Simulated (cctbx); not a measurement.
# Reading a Patterson map

Space group F-43m (no. 216), a = 9.6730 Å, b = 9.6730 Å, c = 9.6730 Å, α = 90.00°, β = 90.00°, γ = 90.00°, content Pb4 Sm4 Ba4 Fe4 S24.

Simulated single-crystal data (cctbx): synchrotron X-rays, λ = 0.7749 Å, to d = 0.84 Å, 50 % of the full sphere, strongest reflection 70000 counts, noise from counting, a 4 % proportional error and a noise floor of 4 counts (s.d.); no absorption.

Patterson synthesis, origin scaled to 1000:

```text
Patterson group F m -3 m
      u       v       w   height  length (A)
  0.000   0.000   0.000   1000.0     0.00
  0.250   0.250   0.250    802.1     4.19
  0.000   0.000   0.500    755.5     4.84
  0.000   0.250   0.250    229.0     3.42
  0.000   0.000   0.252    160.3     2.43
  0.074   0.074   0.074     25.1     1.24
  0.125   0.125   0.125     24.0     2.09
  0.177   0.177   0.323     23.0     3.95
  0.177   0.177   0.177     19.0     2.97
  0.125   0.125   0.375     18.1     4.01
  0.074   0.074   0.426     18.0     4.24
  0.035   0.035   0.120     16.4     1.26
  0.129   0.214   0.286     16.1     3.67
  0.038   0.038   0.379     14.1     3.70
```

**Question.** Which atom pairs make the peaks, and where is the heaviest atom?

A peak at u stands for all pairs with xi − xj = u, with weight Σ ZiZj against Σ Z² = 63664 at the origin. Peak heights follow these weights only roughly, since form factors, motion and series ripples differ, all vectors within 0.55 Å of a peak are counted as merged into it though the farther ones add only part of their weight, and F(000) is left out, which lowers the whole map:

| u | v | w | shortest length (Å) | height | 1000 ΣZiZj/ΣZ² | pairs in the cell |
| --- | --- | --- | --- | --- | --- | --- |
| 0.250 | 0.250 | 0.250 | 4.19 | 802 | 801 | 4 × Pb–Sm, 4 × Pb–Ba, 4 × Sm–Fe, 4 × Ba–Fe |
| 0.000 | 0.000 | 0.500 | 4.84 | 756 | 801 | 8 × Sm–Ba, 8 × Pb–Fe, 24 × S–S |
| 0.000 | 0.250 | 0.250 | 3.42 | 229 | 302 | 8 × Sm–S, 8 × Ba–S, 16 × S–S |
| 0.000 | 0.000 | 0.252 | 2.44 | 160 | 217 | 8 × Pb–S, 8 × Fe–S |

The table stops at ten peaks or at a height of 45, below which ripples compete. In the model behind the data Pb, the heaviest element, has 1 independent site: (1/2, 0, 0), up to an allowed shift of origin. No listed peak is a Pb–Pb vector, so the position follows from the cell content and the cross vectors. The whole model:

| atom | mult. | x | y | z | Ueq (Å²) |
| --- | --- | --- | --- | --- | --- |
| Pb1 | 4 | 1/2 | 0 | 0 | 0.0044 |
| Sm1 | 4 | 1/4 | 1/4 | 1/4 | 0.0039 |
| Ba1 | 4 | 1/4 | 1/4 | 3/4 | 0.0044 |
| Fe1 | 4 | 0 | 0 | 0 | 0.0061 |
| S1 | 24 | 1/2 | 0 | 0.7468 | 0.0079 |

This is a model crystal, built by substitution and not relaxed, with assumed displacement parameters.

[Logs are printed without paths, hosts, clocks, repeated set-up lines and the standing remarks that a program may print on its own settings, such as how far it seeks lower states.]
